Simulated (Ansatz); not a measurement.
The crystal is AlGaAs2 (zincblende [001] superlattice) (P-4m2).

```xyz
8
Lattice="4.0120 0.0000 0.0000 0.0000 4.0121 0.0000 0.0000 0.0000 11.3079" Properties=species:S:1:pos:R:3 pbc="T T T"
Ga    0.0000    0.0000    0.7085
As    2.0060    0.0000    2.1177
Ga    2.0060    2.0061    3.5267
As    0.0000    2.0061    4.9410
Al    0.0000    0.0000    6.3542
As    2.0060    0.0000    7.7715
Al    2.0060    2.0061    9.1887
As    0.0000    2.0061   10.6020
```

The structure was relaxed with PBEsol. The runs that relaxed it are not among those shown. PAW set soft_2, made with PBE.

Gaps computed with Ansatz 0.2.0 without a self-energy: PBEsol 1.07 eV.

Q: Estimate the G0W0@PBEsol gap with 4×4×2 mesh, 543 empty bands, screening to 120 eV, default PAW files.

About 1.86 eV: on its mesh the run moves the gap from 1.06 eV by +0.80 eV. A band edge moves to another state on the way. Bands and cutoff are finite, so the gap stands short of the basis limit, usually by up to a few tenths of an eV; the mesh is an error of its own. The 4×4×2 mesh is coarse for this cell (its supercell is 16 Å along the shortest edge). The RPA ε∞ on it, from the PBEsol start, is 17.23 and 19.85; such meshes misread the long-range screening, most where the gap is narrow. The many-body steps are scalar-relativistic: spin-orbit coupling is not in them.

[Long decimals in the printed logs are rounded to 6 places.]

[Logs are printed without paths, hosts, clocks, repeated set-up lines and the standing remarks that a program may print on its own settings, such as how far it seeks lower states.]

[Paths, hosts, dates, memory and timing lines, banners, echoed tables and standing remarks are left out of the program output; an Ansatz launch command may be rebuilt from the run's recorded settings. Measured values are a selection of at most five: reports struck by readers or far from the other reports are left out. None is set beside runs whose start may be inverted or whose files or cutoffs have a known fault.]

[Runs of the session that timed out or met a known fault of the program may be left out.]

[Cells called generated may have been cut or substituted from an entry of the Crystallography Open Database or the Materials Project.]

[Hosts, paths, dates, database ids (printed as entryN), source tags and the programs' standing remarks are cut or masked in the printed files.]

[Where the starting crystal was built by hand or by swapping elements, it need not be the compound's stable phase.]
